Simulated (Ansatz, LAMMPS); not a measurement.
# Convergence of a linear-scaling basis for 33Li2O-67Al2O3 (mol %) with crystalline order left by the classical run (65 atoms), part 3 of 3

Wanted: errors and times of a linear-scaling basis for 33Li2O-67Al2O3 (mol %) with crystalline order left by the classical run (65 atoms). A setting counts as converged where the r.m.s. difference of forces stays under 1 % of the r.m.s. force.

Ansatz 0.2.0; Kohn-Sham DFT, PBE, PAW (set soft_2), plane waves.

The cell: 10 Li, 20 Al and 35 O. The quench rate of 50 K/ps is orders of magnitude faster than experiment. The starting topology of bonds comes from the classical model. The Brillouin zone is sampled at Γ only, in a cell whose shortest periodic width is 8 Å.

So far. Step 11 (Support functions medium, radius 3.95 Å): Forces differ from the reference by 0.78 meV/Å r.m.s., 0.094 % of their size, well within a tolerance of 1 %; the energy by -4.1 meV/atom. It took roughly 23 times the reference's time (one timing each, with unlike analyses asked), in 12 cycles against 9.

**12. Another try, on a changed input**

The input is spoilt on purpose; the run shows how that looks.

This step: Kohn-Sham DFT, PBE, PAW (set soft_2), plane waves (Ansatz 0.2.0).

Contents of input.yaml:

```yaml
crystal:
  lattice:
    - [8.27426, 0.0, 0.0]
    - [0.0, 8.27426, 0.0]
    - [0.0, 0.0, 8.27426]
  atoms:
    - { symbol: Li, position: [0.03947, 0.51026, 0.80814], spin: 2.0 }
    - { symbol: Li, position: [0.81433, 0.65594, 0.69163] }
    - { symbol: Li, position: [0.06877, 0.81274, 0.19299] }
    - { symbol: Li, position: [0.35028, 0.67826, 0.36123] }
    - { symbol: Li, position: [0.84041, 0.99403, 0.0513] }
    - { symbol: Li, position: [0.34494, 0.99562, 0.38388] }
    - { symbol: Li, position: [0.82433, 0.05719, 0.36738] }
    - { symbol: Li, position: [0.56623, 0.49938, 0.86706] }
    - { symbol: Li, position: [0.34388, 0.9822, 0.05625] }
    - { symbol: Li, position: [0.46006, 0.99174, 0.57934] }
    - { symbol: Al, position: [0.81589, 0.98957, 0.69374] }
    - { symbol: Al, position: [0.08825, 0.80704, 0.52075] }
    - { symbol: Al, position: [0.83652, 0.32671, 0.03677] }
    - { symbol: Al, position: [0.09721, 0.82787, 0.87624] }
    - { symbol: Al, position: [0.32112, 0.33302, 0.36478] }
    - { symbol: Al, position: [0.58486, 0.51504, 0.52786] }
    - { symbol: Al, position: [0.5647, 0.83518, 0.88148] }
    - { symbol: Al, position: [0.08062, 0.14929, 0.20055] }
    - { symbol: Al, position: [0.71301, 0.82333, 0.36918] }
    - { symbol: Al, position: [0.55642, 0.16649, 0.8662] }
    - { symbol: Al, position: [0.11105, 0.16152, 0.86451] }
    - { symbol: Al, position: [0.83175, 0.66985, 0.0343] }
    - { symbol: Al, position: [0.95151, 0.48847, 0.36133] }
    - { symbol: Al, position: [0.57307, 0.15676, 0.21242] }
    - { symbol: Al, position: [0.33566, 0.66368, 0.69794] }
    - { symbol: Al, position: [0.33434, 0.33567, 0.69534] }
    - { symbol: Al, position: [0.56488, 0.51895, 0.19027] }
    - { symbol: Al, position: [0.8184, 0.33004, 0.69076] }
    - { symbol: Al, position: [0.09376, 0.15257, 0.54047] }
    - { symbol: Al, position: [0.21308, 0.49105, 0.03597] }
    - { symbol: O, position: [0.55338, 0.34258, 0.35087] }
    - { symbol: O, position: [0.81929, 0.47532, 0.52834] }
    - { symbol: O, position: [0.57366, 0.02575, 0.04055] }
    - { symbol: O, position: [0.34439, 0.50684, 0.19513] }
    - { symbol: O, position: [0.85336, 0.18855, 0.18891] }
    - { symbol: O, position: [0.60835, 0.99101, 0.74325] }
    - { symbol: O, position: [0.60716, 0.32892, 0.04918] }
    - { symbol: O, position: [0.8342, 0.82591, 0.20408] }
    - { symbol: O, position: [0.08571, 0.00046, 0.0232] }
    - { symbol: O, position: [0.09238, 0.32547, 0.36382] }
    - { symbol: O, position: [0.31033, 0.18429, 0.53574] }
    - { symbol: O, position: [0.56029, 0.67144, 0.70942] }
    - { symbol: O, position: [0.83343, 0.82256, 0.86471] }
    - { symbol: O, position: [0.58162, 0.00029, 0.36063] }
    - { symbol: O, position: [0.33031, 0.81742, 0.87148] }
    - { symbol: O, position: [0.07006, 0.65485, 0.02679] }
    - { symbol: O, position: [0.83962, 0.84573, 0.54081] }
    - { symbol: O, position: [0.35522, 0.49001, 0.54352] }
    - { symbol: O, position: [0.10281, 0.69332, 0.70524] }
    - { symbol: O, position: [0.59662, 0.64515, 0.36863] }
    - { symbol: O, position: [0.83305, 0.48025, 0.8652] }
    - { symbol: O, position: [0.8273, 0.50514, 0.18689] }
    - { symbol: O, position: [0.06727, 0.65933, 0.37308] }
    - { symbol: O, position: [0.07273, 0.0127, 0.71747] }
    - { symbol: O, position: [0.33924, 0.18597, 0.84999] }
    - { symbol: O, position: [0.08336, 0.00629, 0.37762] }
    - { symbol: O, position: [0.32589, 0.49697, 0.85054] }
    - { symbol: O, position: [0.58315, 0.33063, 0.69562] }
    - { symbol: O, position: [0.60515, 0.66909, 0.03623] }
    - { symbol: O, position: [0.82203, 0.17218, 0.86542] }
    - { symbol: O, position: [0.32521, 0.16823, 0.20552] }
    - { symbol: O, position: [0.8668, 0.16644, 0.56355] }
    - { symbol: O, position: [0.3123, 0.8165, 0.53436] }
    - { symbol: O, position: [0.08902, 0.31887, 0.02554] }
    - { symbol: O, position: [0.08877, 0.31635, 0.70278] }
kpoints:
  mp_grid: { grid: [1, 1, 1] }
hamiltonian:
  xc: pbe
scf:
  occupations: { method: fermi_dirac, width: 0.05 }
  max_iter: 100
output:
  forces: true
```

On the command line:

```
$ ansatz run input.yaml --threads 4 --pin off --max-ram 8192MiB --backend cpu --events-out ev --progress --plain --runs-dir out
```

The log of the run:

```text
Error: inconsistent input (magnetization.spin_polarized): false but per-atom `spin:`, `per_species`, `initial_magnetization`, `magnetic_field`, or `spin_locking` is set
```

Run time: 0.04 s. Hardware: 4 threads of Arm Neoverse N1, shared host; peak memory 0.031 GiB.

The input was rejected at the start.

The program's message: “Error: inconsistent input (magnetization.spin_polarized): false but per-atom `spin:`, `per_species`, `initial_magnetization`, `magnetic_field`, or `spin_locking` is set”

The fault in the input: a moment without spin polarisation (crystal.atoms[0].spin = 2.0). The fix is to switch spin polarisation on, or take the moment out.

**13. Changed: basis.ecutrho_ratio = 9**

Changed here: basis.ecutrho_ratio = 9.

Contents of input.yaml:

```yaml
crystal:
  lattice:
    - [8.27426, 0.0, 0.0]
    - [0.0, 8.27426, 0.0]
    - [0.0, 0.0, 8.27426]
  atoms:
    [... the 65 atom lines of step 3 ...]
kpoints:
  mp_grid: { grid: [1, 1, 1] }
hamiltonian:
  xc: pbe
scf:
  occupations: { method: fermi_dirac, width: 0.05 }
output:
  forces: true
  stress: true
  populations: true
  dos:
    method: { smearing: { sigma: 0.08 } }
    de: 0.1
    projected: { site_lists: { Al: [Al], Li: [Li], O: [O] } }
  eigenvalues: true
basis:
  ecutrho_ratio: 9
```

The log of the run:

```text
[...]
Crystal: 65 atoms, lattice volume = 566.484 Å³
Basis set: ecut = 420 eV, 11067 PW (Γ), exchange–correlation on 180×180×180 points (8 copies of the dense FFT grid, shifted against one another)
Bands: 215, of which v1, the nominal top of the filled ones, is band 150 counted from 1 (149 counted from 0)
Symmetry: 1 space group operations
[...]
k-points: 1
[...]
SCF iter   1: F=—  HF=-32742.762092 eV  |F-HF|=—  |Δ(HF+E_count)|=         —  Δρ=2.91e-3  dr2=5.05e-2  ethr=1.77e-3  ⟨swp⟩=6.0  Hψ=964  notcnv=0  defer=47
[...]
SCF iter   8: F=—  HF=-32742.757843 eV  |F-HF|=—  |Δ(HF+E_count)|=   2.94e-7  Δρ=6.57e-6  dr2=2.08e-7  ethr=7.37e-10  ⟨swp⟩=2.0  Hψ=293  notcnv=0  defer=61
SCF iter   9: F=-32742.757843 eV  HF=-32742.757843 eV  |F-HF|=8.25e-9  |Δ(HF+E_count)|=   6.77e-8  Δρ=1.52e-6  dr2=1.23e-8  ethr=3.33e-11  ⟨swp⟩=19.0  Hψ=1363  notcnv=0
SCF 1 converged in 9 iterations: F = -32742.757843 eV  dr2 = 1.23e-8
[...]
SCF converged after 9 iterations
Free energy (F): -32742.757843 eV
[...]
Internal energy: -32742.757843 eV  (E = F + TS)
E sigma→0 (E₀):  -32742.757843 eV
Fermi energy:    9.017019 eV
[...]
Σ components = -32742.757843   (vs F -32742.757843, Δ=0.00e0)
--- Forces (eV/Å), atoms counted from 1 ---
  atom   1  Li     0.53966537    -0.05190907    -0.51990371
  atom   2  Li     0.06142695     0.38427330     0.12371746
  atom   3  Li    -0.71765836    -0.23778817     0.86925705
  atom   4  Li    -0.52396027    -0.45593053     0.31021190
[...]
atom  65  O      0.26945755     0.06855211     0.23227079
  max |Σ_I F_I| component: 2.88e-5 eV/Å
--- Stress (GPa, compression-positive) ---
        0.236971       1.312112       1.996108
        1.312104      10.325803      -1.245769
        1.996116      -1.245772      11.279814
  P = ⅓ Tr σ = 7.2809 GPa (72.809 kbar)
--- Band table (eV) ---
[...]
--- Löwdin populations: 65 sites ---
  site symbol       q [e]
     0     Li      2.1702
     1     Li      2.1787
     2     Li      2.1706
[...]
64      O      6.8508
  spilling = 0.008707 (of n_electrons = 300.000000)
```

Elapsed: 11 s, on 4 threads; peak memory 1.1 GiB; 39 s of CPU time.

Forces differ from the reference by 0.008 meV/Å r.m.s., 9.0e-4 % of their size, well within a tolerance of 1 %.

**14. The ladder side by side**

Each row is set against the plane-wave reference (Kohn-Sham DFT, PBE, PAW (set soft_2), plane waves; r.m.s. force component 0.830 eV/Å). Energies are set beside the reference only for runs with its functional, potentials and electron count. Times are for 4 threads of Arm Neoverse N1, shared host. The reference's time includes the DOS, the stress and grids, which some other runs skip.

| run | Δ force, r.m.s. (meV/Å) | share of r.m.s. force (%) | Δ energy (meV/atom) | Δ pressure (GPa) | Δ gap (eV) | cycles | time | host memory (GiB) |
| --- | --- | --- | --- | --- | --- | --- | --- | --- |
| reference | - | - | - | - | - | 9 | 8.9 s | 0.68 |
| support functions low | 0.792 | 0.0955 | -4.06 | - | -0.001 | 11 | 1.7 min | 2.2 |
| support functions medium | 0.778 | 0.0938 | -4.06 | - | -1.0e-4 | 12 | 1.9 min | 2.2 |
| support functions high | 0.753 | 0.0907 | -4.16 | - | 7.0e-4 | 20 | 13 min | 6.3 |
| support functions medium, radius 3.19 Å | 0.785 | 0.0946 | -4.06 | - | 0 | 12 | 1.7 min | 2.0 |
| support functions medium, radius 3.42 Å | 0.777 | 0.0937 | -4.06 | - | -1.0e-4 | 12 | 2.1 min | 2.4 |
| support functions medium, radius 3.62 Å | 0.777 | 0.0937 | -4.06 | - | 0 | 12 | 2.5 min | 2.6 |
| support functions medium, radius 3.95 Å | 0.78 | 0.094 | -4.06 | - | 0 | 12 | 3.4 min | 3.1 |
| basis.ecutrho_ratio = 9 | 0.008 | 9.0e-4 | -0.0032 | 1.0e-4 | 0 | 9 | 11 s | 1.1 |

**15. What the reference run shows**

With the settings judged, the reference run is read for its physics.

Neighbours are counted within 2.49 Å (O-Al), 2.58 Å (O-Li).

Length of the force by element and coordination:

| element | coordination | atoms | mean length of the force (eV/Å) | spread | least | most |
| --- | --- | --- | --- | --- | --- | --- |
| Al | all | 20 | 1.59 | 0.743 | 0.420 | 3.43 |
| Al | 4 | 3 | 1.15 | 0.542 | 0.420 | 1.71 |
| Al | 6 | 17 | 1.66 | 0.748 | 0.600 | 3.43 |
| Li | all | 10 | 0.828 | 0.324 | 0.408 | 1.59 |
| Li | 4 | 1 | 0.700 | 0 | 0.700 | 0.700 |
| Li | 5 | 4 | 0.917 | 0.145 | 0.761 | 1.15 |
| Li | 6 | 5 | 0.782 | 0.425 | 0.408 | 1.59 |
| O | all | 35 | 1.24 | 0.575 | 0.362 | 2.85 |
| O | 4 | 12 | 1.32 | 0.445 | 0.618 | 2.15 |
| O | 5 | 18 | 1.32 | 0.648 | 0.362 | 2.85 |
| O | 6 | 5 | 0.759 | 0.242 | 0.419 | 1.03 |

Löwdin charges by element and coordination (they lack the spilled electrons, 0.040 e an atom on average):

| element | coordination | atoms | mean charge (e) | spread | least | most |
| --- | --- | --- | --- | --- | --- | --- |
| Al | all | 20 | 1.25 | 0.0434 | 1.18 | 1.37 |
| Al | 4 | 3 | 1.32 | 0.0496 | 1.25 | 1.37 |
| Al | 6 | 17 | 1.23 | 0.0255 | 1.18 | 1.28 |
| Li | all | 10 | 0.829 | 0.0148 | 0.806 | 0.857 |
| Li | 4 | 1 | 0.816 | 0 | 0.816 | 0.816 |
| Li | 5 | 4 | 0.831 | 0.0162 | 0.806 | 0.850 |
| Li | 6 | 5 | 0.83 | 0.0137 | 0.820 | 0.857 |
| O | all | 35 | -0.874 | 0.0483 | -1.01 | -0.801 |
| O | 4 | 12 | -0.861 | 0.0393 | -0.935 | -0.801 |
| O | 5 | 18 | -0.882 | 0.0541 | -1.01 | -0.806 |
| O | 6 | 5 | -0.874 | 0.038 | -0.924 | -0.810 |

States in the cell by windows of 1 eV, zero at the Fermi level; the larger projections on atomic orbitals stand beside the total:

| from (eV) | to (eV) | total | O p | Al p |
| --- | --- | --- | --- | --- |
| -18 | -10 | 0.0 | 0.0 | 0.0 |
| -10 | -9 | 1.4 | 1.0 | 0.1 |
| -9 | -8 | 19.6 | 14.5 | 1.4 |
| -8 | -7 | 28.1 | 21.6 | 3.6 |
| -7 | -6 | 28.4 | 22.7 | 3.5 |
| -6 | -5 | 27.3 | 23.3 | 2.4 |
| -5 | -4 | 42.1 | 39.0 | 1.6 |
| -4 | -3 | 42.9 | 41.0 | 0.7 |
| -3 | -2 | 20.1 | 19.6 | 0.2 |
| -2 | -1 | 0.1 | 0.1 | 0.0 |
| -1 | 1 | 0.0 | 0.0 | 0.0 |
| 1 | 2 | 0.4 | 0.0 | 0.0 |
| 2 | 3 | 1.6 | 0.1 | 0.1 |
| 3 | 4 | 2.0 | 0.1 | 0.2 |
| 4 | 5 | 4.0 | 0.5 | 1.3 |

Between -26 and -18 eV lie 70 more states.

The levels nearest the highest filled one (over half full), pooled over k-points and spins:

| level less the highest filled one (eV) | occupation |
| --- | --- |
| -0.533 | 2 |
| -0.504 | 2 |
| -0.371 | 2 |
| -0.298 | 2 |
| -0.099 | 2 |
| 0 | 2 |
| 4.28 | 0 |
| 5.45 | 0 |
| 6.99 | 0 |
| 7.05 | 0 |
| 7.33 | 0 |
| 7.47 | 0 |

Electrostatic potential energy in the bc plane at fractional x = 0.088, with atoms of Li and Al and O within 0.2 Å of it. With pseudopotentials it is smooth inside the atoms' cores, unlike the true potential.

Values in eV, 12 rows by 16 columns, each cell a mean:
```
-10  -4  -6  -5  -5  -8   5   6   6   5  -6  -3  -5  -6  -5  -7
  4  -7  -1  -5  -2   9   9   1  -4   5   9   1  -6   1  -7   2
-18  -8  -5  -4  -6  -8   5  -1  -9   3  -1 -11  -5  -4  -1  -6
-34 -12   5   3 -26 -35  -5  10   9   8 -22 -35  -8   7   8 -17
  1  -4  -5  -5  -1  -1  10  12  12  12   6  -5  -4  -5   1   6
  3  -7   2  -5   0  10  12  12  12  12  10  -3  -1   0  -7   5
-15  -5  -5  -2  -1  -6   5   9  10   7  -8  -8  -5  -6  -1  -6
-35 -10   6   6 -21 -36 -14   6   7  -4 -33 -22   6   7   7 -23
 -2  -4  -6  -5  -1  -5   6   8   9  10   3   6   4   1   7   6
  2  -7   1  -6   0  10  10   9  10  11  12   7 -13 -20   0   8
 -5  -4  -6  -4  -1  -4   6   6   6   6  -2   3   2  -1   6   2
-35  -7   5   4 -25 -36 -10   3   3 -10 -35 -21   6   6   4 -27
```
Columns run along b (8.3 Å; values clipped at the 3rd and 97th percentile), rows up along c (8.3 Å). Atoms in or near the plane, at fractional coordinates: Li at (0.81, 0.19), Al at (0.81, 0.52), Al at (0.83, 0.88), Al at (0.15, 0.20), Al at (0.16, 0.86), Al at (0.15, 0.54), O at (0.00, 0.02), O at (0.33, 0.36), O at (0.65, 0.03), O at (0.69, 0.71), O at (0.66, 0.37), O at (0.01, 0.72), O at (0.01, 0.38), O at (0.32, 0.03) and more.

Valence density in the bc plane at fractional x = 0.088, with atoms of Li and Al and O within 0.2 Å of it. It is the smooth field of the valence electrons, not physical close to the nuclei.

Ten even steps from '0' (0.0 e/Å³) to '9' (7.0 e/Å³), each cell a mean:
```
42000024210001232000013
10000000000000000000000
00000000000000000000000
00000000000110000000000
21000011100220011100001
75100136410000146300014
96100169610000279410015
43100146410000146300002
10000011100000011100000
00000000000000000000000
00000000000000000000000
00000000000000000000000
32000012100000122000002
85100037510001574100015
95100159720001585100016
42000025410000242000002
00000001100000000000000
00000000000000000043000
00000000000000000166000
00000000000000000011000
21000013200000221000002
74100148510001574100016
95100159620002685100027
```
Columns run along b (8.3 Å), rows up along c (8.3 Å). Atoms in or near the plane, at fractional coordinates: Li at (0.81, 0.19), Al at (0.81, 0.52), Al at (0.83, 0.88), Al at (0.15, 0.20), Al at (0.16, 0.86), Al at (0.15, 0.54), O at (0.00, 0.02), O at (0.33, 0.36), O at (0.65, 0.03), O at (0.69, 0.71), O at (0.66, 0.37), O at (0.01, 0.72), O at (0.01, 0.38), O at (0.32, 0.03) and more.

Mean Löwdin charges: Al +1.25, Li +0.83, O -0.87 e (they miss 0.87 % of the electrons, so they add up to more than the cell's charge).

**16. Structure statistics**

These statistics describe the geometry on which the runs were made.

Density 3.43 g/cm³, 8.715 Å³ an atom.

g(r), total and by pair (bins of 0.2 Å):

| r (Å) | total | O-O | O-Al | O-Li | Al-Al | Al-Li | Li-Li |
| --- | --- | --- | --- | --- | --- | --- | --- |
| 1.60 | 0.04 | 0.00 | 0.12 | 0.00 | 0.00 | 0.00 | 0.00 |
| 1.80 | 2.06 | 0.00 | 5.28 | 1.70 | 0.00 | 0.00 | 1.28 |
| 2.00 | 2.08 | 0.00 | 4.04 | 4.47 | 0.00 | 0.00 | 0.00 |
| 2.20 | 0.43 | 0.00 | 0.48 | 1.48 | 0.00 | 0.25 | 0.00 |
| 2.40 | 0.28 | 0.24 | 0.17 | 0.69 | 0.00 | 0.20 | 0.77 |
| 2.60 | 1.05 | 2.79 | 0.00 | 0.00 | 0.16 | 1.95 | 1.92 |
| 2.80 | 1.98 | 4.14 | 0.00 | 0.00 | 4.00 | 3.92 | 1.17 |
| 3.00 | 1.08 | 1.94 | 0.04 | 0.29 | 2.02 | 2.54 | 1.05 |
| 3.20 | 0.75 | 0.30 | 0.56 | 0.94 | 1.77 | 1.33 | 1.30 |
| 3.40 | 1.19 | 0.13 | 2.17 | 1.78 | 0.99 | 0.59 | 0.00 |
| 3.60 | 0.93 | 0.28 | 1.62 | 1.45 | 0.26 | 0.36 | 0.71 |
| 3.80 | 0.39 | 0.81 | 0.07 | 0.22 | 0.53 | 0.47 | 0.00 |
| 4.00 | 0.49 | 0.76 | 0.12 | 0.44 | 0.63 | 0.70 | 1.39 |

Bonds by pair of elements; cutoffs follow the first minimum of g(r), held within bounds set by covalent radii, and pairs that aren't listed don't count as bonded:

| pair A-B | cutoff (Å) | bonds | mean length (Å) | spread (Å) | shortest (Å) | B about A | A about B |
| --- | --- | --- | --- | --- | --- | --- | --- |
| O-Al | 2.49 | 114 | 1.92 | 0.14 | 1.70 | 3.26 | 5.7 |
| O-Li | 2.58 | 54 | 2.06 | 0.16 | 1.79 | 1.54 | 5.4 |

How many atoms have how many bonded neighbours:

| element | mean | 4 | 5 | 6 |
| --- | --- | --- | --- | --- |
| Al | 5.7 | 3 | 0 | 17 |
| Li | 5.4 | 1 | 4 | 5 |
| O | 4.8 | 12 | 18 | 5 |

Oxygen atoms by the number of network formers (Si, P, Ge, B, Al, As, Ga) bound to them:

| network formers bound to O | O atoms | per cent |
| --- | --- | --- |
| 0 | 0 | 0 |
| 1 | 0 | 0 |
| 2 | 4 | 11.4 |
| 3 | 20 | 57.1 |
| 4 | 9 | 25.7 |
| 5 | 2 | 5.7 |

Network units: each former by its oxygen neighbours and how many of them bridge to another former:

| former | O neighbours | bridging O | atoms |
| --- | --- | --- | --- |
| Al | 4 | 4 | 3 |
| Al | 6 | 6 | 17 |

Among the first-shell peaks of g(r) are those at about 2.8 Å (O-O), 1.9 Å (O-Al), 2.0 Å (O-Li), 2.8 Å (Al-Al) and 2.8 Å (Al-Li). Counting bonds as in the table, 85 % of Al atoms have 6, 50 % of Li atoms have 6 and 51 % of O atoms have 5 bonded neighbours. 11 % of the oxygens bridge two formers and 0 % are non-bridging; 57 % join three; 26 % join four; 6 % join five. The commonest Al unit has 6 oxygens, 6 of them shared with other formers (17 of 20 atoms).

A closer look about O51, which has 6 bonded neighbours where the commonest count for O is 5: 10 atoms, nearest first, numbered in the order of the input, with positions taken from that point.

| atom | x | y | z | distance (Å) | bonds | Löwdin charge (e) | Fx | Fy | Fz (eV/Å) |
| --- | --- | --- | --- | --- | --- | --- | --- | --- | --- |
| O51 | 0.00 | 0.00 | 0.00 | 0.00 | 6 | -0.92 | -0.16 | 0.31 | 0.22 |
| Li1 | 1.71 | 0.25 | -0.47 | 1.79 | 6 | 0.83 | 0.54 | -0.05 | -0.52 |
| Al13 | 0.03 | -1.27 | 1.42 | 1.91 | 6 | 1.23 | -0.84 | 1.60 | -1.28 |
| Al28 | -0.12 | -1.24 | -1.44 | 1.91 | 6 | 1.23 | -0.01 | -0.20 | 0.69 |
| Li2 | -0.15 | 1.45 | -1.44 | 2.05 | 6 | 0.82 | 0.06 | 0.38 | 0.12 |
| Al22 | -0.01 | 1.57 | 1.40 | 2.10 | 6 | 1.19 | -0.12 | 0.13 | 0.57 |
| Li8 | -2.21 | 0.16 | 0.02 | 2.21 | 6 | 0.82 | 0.28 | 0.08 | 0.35 |
| O60 | -0.09 | -2.55 | 0.00 | 2.55 | 6 | -0.81 | 0.41 | 0.27 | -0.19 |
| O52 | -0.05 | 0.21 | 2.66 | 2.67 | 4 | -0.81 | -0.08 | -0.69 | -0.78 |
| O37 | -1.87 | -1.25 | 1.52 | 2.72 | 5 | -0.82 | -0.44 | -0.20 | -0.47 |

**17. Summary of results**

- free energy per atom: -503.7347 eV/atom
- pressure: 7.281 GPa
- r.m.s. force component: 0.8297 eV/Å
- gap (highest filled to lowest empty level): 4.283 eV
- wall time of the 9 DFT runs: 27 min

What this shows: Against plane waves at 420 eV, the forces differ by 0.78 meV/Å (0.094 %) with support functions medium. At 65 atoms the fastest of the runs at a preset level, support functions low, takes roughly 11 times the time of plane waves (whose run also made extra analyses), in 11 SCF cycles against 9. Differences between support functions and plane waves include what basis error the plane-wave run still has. The force difference hardly changes among these support-function runs, which points to the basis of the plane-wave reference as its main source. As the radius goes from 3.19 to 3.95 Å, the force difference goes from 0.79 to 0.78 meV/Å, and the time from 1.7 min to 3.4 min.

The highest filled and lowest empty levels differ by 4.28 eV (at Γ alone); a semilocal functional tends to put such gaps too low. In a disordered cell it changes from sample to sample, and tail or defect levels can set it. Counting bonds as in the table, 85 % of Al atoms have 6, 50 % of Li atoms have 6 and 51 % of O atoms have 5 bonded neighbours. 11 % of the oxygens bridge two formers and 0 % are non-bridging; 57 % join three; 26 % join four; 6 % join five.

What to keep in mind: The force components of 0.83 eV/Å r.m.s. reflect the temperature of the frame as well as the gap between the generating potential and DFT. The stress is far from hydrostatic: its diagonal is 0.2, 10.3, 11.3 GPa, compression counted positive. The pressure of 7.3 GPa is that of one thermal frame, in which the classical model's bond lengths enter as well as the volume, without the kinetic term. The pressure of a single frame lacks the kinetic term.

[Long decimals in the printed logs are rounded to 6 places.]

[Logs are printed without paths, hosts, clocks, repeated set-up lines and the standing remarks that a program may print on its own settings, such as how far it seeks lower states.]

[Hosts, paths, dates, database ids (printed as entryN), source tags and the programs' standing remarks are cut or masked in the printed files.]
